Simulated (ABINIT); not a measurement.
## A GW chain in ABINIT: Si3N4 (Fd-3m)

How does a plane-wave GW calculation on Si3N4 (Fd-3m) run from the first input to the gap?

Program: ABINIT 10.8.3. Level of theory: PBE and many-body steps on it, plane waves. Values are calculated unless marked as measured.

**What was measured.**

- Gap 4.3 ± 0.25 eV: gap from soft X-ray absorption and emission edges; soft X-ray absorption and emission spectroscopy; powder (earlier literature measurement) (quoted in “Photoluminescence and electronic transitions in cubic silicon nitride”, 2016, pmc:4698759).

## (1) The structure

Symmetry: Fd-3m, No. 227, cubic system. Conventional cell: a = 7.787 Å, b = 7.787 Å, c = 7.787 Å, α = 90.00°, β = 90.00°, γ = 90.00°. Si has 6 N at 1.89 Å nearest. Nearest to Si lie 4 N at 1.79 Å. N has 4 Si at 1.79 to 1.89 Å nearest. Farther neighbours, and contacts between anions beyond the nearest, are not listed.

The cell and positions are those that the Materials Project relaxed with its own functionals (PBE, PBE+U or r2SCAN), kept fixed. This is not the form that Si3N4 usually takes at ambient conditions.

## (2) Ground state

This step: ABINIT 10.8.3; DFT, PBE, plane waves, norm-conserving pseudopotentials.

The ground-state density comes first.

File run.abi:

```
acell 3*1.0 Angstrom
rprim 
  -0.000000000000 3.893718000000 3.893718000000
  3.893718000000 0.000000000000 3.893718000000
  3.893718000000 3.893718000000 -0.000000000000
ntypat 2
znucl 14 7
natom 14
typat 1 1 1 1 1 1 2 2 2 2 2 2 2 2
xred 
  0.125000000000 0.125000000000 0.625000000000
  0.125000000000 0.625000000000 0.125000000000
  0.625000000000 0.125000000000 0.125000000000
  0.125000000000 0.125000000000 0.125000000000
  0.750000000000 0.750000000000 0.750000000000
  0.500000000000 0.500000000000 0.500000000000
  0.367563000000 0.367563000000 0.367563000000
  0.352689000000 0.882437000000 0.882437000000
  0.882437000000 0.882437000000 0.352689000000
  0.882437000000 0.352689000000 0.882437000000
  0.367563000000 0.367563000000 0.897311000000
  0.367563000000 0.897311000000 0.367563000000
  0.882437000000 0.882437000000 0.882437000000
  0.897311000000 0.367563000000 0.367563000000
pp_dirpath "pseudos"
pseudos "Si.upf, N.upf"
ecut 36
ngkpt 4 4 4
nshiftk 1
shiftk 0 0 0
kptopt 1
chksymbreak 0
nband 43
occopt 1
tolvrs 1e-10
nstep 60
prtwf 0
optforces 0
optstress 0
indata_prefix "in"
outdata_prefix "out"
tmpdata_prefix "tmp"
```

The run is started by

```
OMP_NUM_THREADS=1 mpirun -n 8 abinit run.abi > log
```

The program printed:

```text
.Version 10.8.3 of ABINIT. v10.8.2 released Aug 2026.

 Symmetries : space group Fd -3 m (#227); Bravais cF (face-center cubic)
================================================================================
 Values of the parameters that define the memory need of the present run
     intxc =       0    ionmov =       0      iscf =       7    lmnmax =       6
     lnmax =       6     mgfft =      60  mpssoang =       3    mqgrid =    3001
     natom =      14  nloc_mem =       1    nspden =       1   nspinor =       1
    nsppol =       1      nsym =      48    n1xccc =    2501    ntypat =       2
    occopt =       1   xclevel =       2
-    mband =          43        mffmem =           1         mkmem =           1
       mpw =        8230          nfft =      216000          nkpt =           8
================================================================================
  Rough estimation (10% accuracy) of disk space for files :
================================================================================

--------------------------------------------------------------------------------
------------- Echo of variables that govern the present computation ------------
--------------------------------------------------------------------------------
 -outvars: echo values of preprocessed input variables --------
            acell      1.8897261259E+00  1.8897261259E+00  1.8897261259E+00 Bohr

      chksymbreak           0
             ecut      3.60000000E+01 Hartree
-          fftalg         312

              ixc     -101130
              kpt      0.00000000E+00  0.00000000E+00  0.00000000E+00
                       2.50000000E-01  0.00000000E+00  0.00000000E+00
                       5.00000000E-01  0.00000000E+00  0.00000000E+00
                       2.50000000E-01  2.50000000E-01  0.00000000E+00
                       5.00000000E-01  2.50000000E-01  0.00000000E+00
                      -2.50000000E-01  2.50000000E-01  0.00000000E+00
                       5.00000000E-01  5.00000000E-01  0.00000000E+00
                      -2.50000000E-01  5.00000000E-01  2.50000000E-01
         kptrlatt        4    0    0      0    4    0      0    0    4
          kptrlen      4.16234766E+01
P           mkmem           1
            natom          14
            nband          43
            ngfft          60      60      60
             nkpt           8
            nstep          60
             nsym          48
           ntypat           2
              occ      2.000000  2.000000  2.000000  2.000000  2.000000  2.000000
                       2.000000  2.000000  2.000000  2.000000  2.000000  2.000000
                       2.000000  2.000000  2.000000  2.000000  2.000000  2.000000
                       2.000000  2.000000  2.000000  2.000000  2.000000  2.000000
                       2.000000  2.000000  2.000000  2.000000  2.000000  2.000000
                       2.000000  2.000000  0.000000  0.000000  0.000000  0.000000
                       0.000000  0.000000  0.000000  0.000000  0.000000  0.000000
                       0.000000
        optforces           0
        optstress           0
            prtwf           0
            rprim     -0.0000000000E+00  3.8937180000E+00  3.8937180000E+00
                       3.8937180000E+00  0.0000000000E+00  3.8937180000E+00
                       3.8937180000E+00  3.8937180000E+00 -0.0000000000E+00
          spgroup         227

           tolvrs      1.00000000E-10

             xred      1.2500000000E-01  1.2500000000E-01  6.2500000000E-01
                       1.2500000000E-01  6.2500000000E-01  1.2500000000E-01
[...]
znucl       14.00000    7.00000

================================================================================

 chkinp: Checking input parameters for consistency.

================================================================================
== DATASET  1 ==================================================================
-   mpi_nproc: 8, omp_nthreads: 1 (-1 if OMP is not activated)

--- !DatasetInfo
iteration_state: {dtset: 1, }
dimensions: {natom: 14, nkpt: 8, mband: 43, nsppol: 1, nspinor: 1, nspden: 1, mpw: 8230, }
cutoff_energies: {ecut:  36.0, pawecutdg:  -1.0, }
electrons: {nelect:   6.40000000E+01, charge:   0.00000000E+00, occopt:   1.00000000E+00, tsmear:   1.00000000E-02, }

 Real(R)+Recip(G) space primitive vectors, cartesian coordinates (Bohr,Bohr^-1):
 R(1)=  0.0000000  7.3580606  7.3580606  G(1)= -0.0679527  0.0679527  0.0679527
 R(2)=  7.3580606  0.0000000  7.3580606  G(2)=  0.0679527 -0.0679527  0.0679527
 R(3)=  7.3580606  7.3580606  0.0000000  G(3)=  0.0679527  0.0679527 -0.0679527
 Unit cell volume ucvol=  7.9674635E+02 bohr^3
 Angles (23,13,12)=  6.00000000E+01  6.00000000E+01  6.00000000E+01 degrees

 getcut: wavevector=  0.0000  0.0000  0.0000  ngfft=  60  60  60
         ecut(hartree)=     36.000   => boxcut(ratio)=   2.13480

--- Pseudopotential description ------------------------------------------------
- Si Generated using ONCVPSP code by D. R. Hamann
- 14.00000   4.00000  171031                  znucl, zion, pspdat
12 -101130 2 -1 1510                          pspcod,pspxc,lmax,lloc,mmax
     nproj     2     2     2
  pspatm : epsatm=    9.34321561
         --- l  ekb(1:nproj) -->
[...]
pspatm: atomic psp has been read  and splines computed

- N Generated using ONCVPSP code by D. R. Hamann
-  7.00000   5.00000  171031                  znucl, zion, pspdat
12 -101130 1 -1 1058                          pspcod,pspxc,lmax,lloc,mmax
     nproj     2     2     0
  pspatm : epsatm=    5.20977870
         --- l  ekb(1:nproj) -->
[...]
pspatm: atomic psp has been read  and splines computed

   6.25520149E+03                                ecore*ucvol(ha*bohr**3)
--------------------------------------------------------------------------------

_setup2: Arith. and geom. avg. npw (full set) are    8219.172    8219.143

================================================================================

--- !BeginCycle
iteration_state: {dtset: 1, }
solver: {iscf: 7, nstep: 60, nline: 4, wfoptalg: 0, }
tolerances: {tolvrs: 1.00E-10, }

     iter   Etot(hartree)      deltaE(h)  residm     vres2
 ETOT  1  -108.08687050631    -1.081E+02 4.942E-02 2.855E+03
 ETOT  2  -108.39954952405    -3.127E-01 1.735E-02 1.634E+03
 ETOT  3  -108.86126364268    -4.617E-01 1.855E-02 2.647E+00
 ETOT  4  -108.86234006306    -1.076E-03 4.375E-03 1.113E-01
 ETOT  5  -108.86234971327    -9.650E-06 2.447E-03 3.112E-03
 ETOT  6  -108.86235004936    -3.361E-07 8.099E-04 2.277E-04
 ETOT  7  -108.86235007442    -2.505E-08 5.674E-04 2.858E-06
 ETOT  8  -108.86235007468    -2.628E-10 5.412E-04 1.640E-07
 ETOT  9  -108.86235007469    -1.104E-11 4.069E-04 2.242E-09
 ETOT 10  -108.86235007469     8.811E-13 3.792E-04 1.726E-11

 At SCF step   10       vres2   =  1.73E-11 < tolvrs=  1.00E-10 =>converged.

--- !ResultsGS
iteration_state: {dtset: 1, }
comment   : Summary of ground state results
lattice_vectors:
- [ -0.0000000,   7.3580606,   7.3580606, ]
- [  7.3580606,   0.0000000,   7.3580606, ]
- [  7.3580606,   7.3580606,  -0.0000000, ]
lattice_lengths: [  10.40587,   10.40587,   10.40587, ]
lattice_angles: [ 60.000,  60.000,  60.000, ] # degrees, (23, 13, 12)
lattice_volume:   7.9674635E+02
convergence: {deltae:  8.811E-13, res2:  1.726E-11, residm:  3.792E-04, diffor:  0.000E+00, }
etotal    :  -1.08862350E+02
entropy   :   0.00000000E+00
fermie    :   2.79938553E-01
cartesian_stress_tensor: null
pressure_GPa: null
xred      :
- [  1.2500E-01,   1.2500E-01,   6.2500E-01, Si]
- [  1.2500E-01,   6.2500E-01,   1.2500E-01, Si]
- [  6.2500E-01,   1.2500E-01,   1.2500E-01, Si]
- [  1.2500E-01,   1.2500E-01,   1.2500E-01, Si]
- [  7.5000E-01,   7.5000E-01,   7.5000E-01, Si]
- [  5.0000E-01,   5.0000E-01,   5.0000E-01, Si]
- [  3.6756E-01,   3.6756E-01,   3.6756E-01,  N]
- [  3.5269E-01,   8.8244E-01,   8.8244E-01,  N]
- [  8.8244E-01,   8.8244E-01,   3.5269E-01,  N]
- [  8.8244E-01,   3.5269E-01,   8.8244E-01,  N]
- [  3.6756E-01,   3.6756E-01,   8.9731E-01,  N]
- [  3.6756E-01,   8.9731E-01,   3.6756E-01,  N]
- [  8.8244E-01,   8.8244E-01,   8.8244E-01,  N]
- [  8.9731E-01,   3.6756E-01,   3.6756E-01,  N]
cartesian_forces: null
force_length_stats: {min: null, max: null, mean: null, }

 Integrated electronic density in atomic spheres:
 ------------------------------------------------
 Atom  Sphere_radius  Integrated_density
[...]
================================================================================

 ----iterations are completed or convergence reached----

 Mean square residual over all n,k,spin=   41.011E-07; max=  37.920E-05
 reduced coordinates (array xred) for   14 atoms
[...]
0.367563      0.367563      0.897311
       0.367563      0.897311      0.367563
       0.882437      0.882437      0.882437
       0.897311      0.367563      0.367563
 rms dE/dt=  0.0000E+00; max dE/dt=  0.0000E+00; dE/dt below (all hartree)
    1       0.000000      0.000000      0.000000
    2       0.000000      0.000000      0.000000
    3       0.000000      0.000000      0.000000
    4       0.000000      0.000000      0.000000
    5       0.000000      0.000000      0.000000
    6       0.000000      0.000000      0.000000
    7       0.000000      0.000000      0.000000
    8       0.000000      0.000000      0.000000
    9       0.000000      0.000000      0.000000
   10       0.000000      0.000000      0.000000
[...]
cartesian coordinates (angstrom) at end:
[...]
10      4.809232     6.871922     4.809232
   11      4.925063     4.925063     2.862373
   12      4.925063     2.862373     4.925063
   13      6.871922     6.871922     6.871922
   14      2.862373     4.925063     4.925063
 length scales=  1.889726  1.889726  1.889726 bohr
              =  1.000000  1.000000  1.000000 angstroms
 prteigrs : about to open file out_EIG
 Fermi (or HOMO) energy (hartree) =   0.27994   Average Vxc (hartree)=  -0.44634
 Eigenvalues (hartree) for nkpt=   8  k points:
 kpt#   1, nband= 43, wtk=  0.01563, kpt=  0.0000  0.0000  0.0000 (reduced coord)
  -0.40774   -0.28748   -0.25359   -0.25359   -0.25359   -0.21825   -0.21825   -0.21825
  -0.10302   -0.06533   -0.04428   -0.04428   -0.04428    0.01759    0.01759    0.12796
   0.12796    0.12796    0.19595    0.19595    0.19595    0.21199    0.21199    0.21199
   0.25240    0.25240    0.27512    0.27512    0.27512    0.27963    0.27963    0.27963
   0.40482    0.40482    0.40482    0.46141    0.50101    0.53153    0.55866    0.55866
   0.56844    0.56844    0.56844
 prteigrs : prtvol=0 or 1, do not print more k-points.

--- !EnergyTerms
iteration_state     : {dtset: 1, }
comment             : Components of total free energy in Hartree
kinetic             :  6.905271E+01
hartree             :  1.797203E+01
xc                  : -3.484045E+01
Ewald energy        : -1.043990E+02
psp_core            :  7.850932E+00
local_psp           : -5.885061E+01
non_local_psp       : -5.647965E+00
total_energy        : -1.088624E+02
total_energy_eV     : -2.962295E+03
band_energy         :  2.149793E+00

== END DATASET(S) ==============================================================
================================================================================

 -outvars: echo values of variables after computation  --------
           etotal     -1.0886235007E+02
            nband          43
             nkpt           8
          spgroup         227
 [... the other variables as echoed above ...]

 Calculation completed.
```

Elapsed: 22 s, on 8 MPI ranks of Intel Xeon Platinum 8488C (Sapphire Rapids), shared host; peak memory 0.97 GiB.

Numbers from this step:

```
total energy               : -2962.2955 eV
gap                        : 3.398 eV
k of the valence top       : -0.25, 0.25, 0
k of the conduction bottom : 0, 0, 0
least direct gap           : 3.407 eV
```

The gap is indirect, with the least direct gap 0.008 eV higher.

[end of part 1 of 3]

[Long decimals in the printed logs are rounded to 6 places.]

[Logs are printed without paths, hosts, clocks, repeated set-up lines and the standing remarks that a program may print on its own settings, such as how far it seeks lower states.]

[Paths, hosts, dates, memory and timing lines, banners, echoed tables and standing remarks are left out of the program output; an Ansatz launch command may be rebuilt from the run's recorded settings. Measured values are a selection of at most five: reports struck by readers or far from the other reports are left out. None is set beside runs whose start may be inverted or whose files or cutoffs have a known fault.]

[Runs of the session that timed out or met a known fault of the program may be left out.]

[Hosts, paths, dates, database ids (printed as entryN), source tags and the programs' standing remarks are cut or masked in the printed files.]

[G0W0 gaps are taken among the corrected bands and points alone; a level outside them can change the order at an edge.]

[Where Ansatz stands beside ABINIT at settings called matched, ABINIT's density can come from a denser mesh and the files from another edition; pairs whose starting gaps differed by over 0.03 eV were left out, so agreement reads better than it is.]
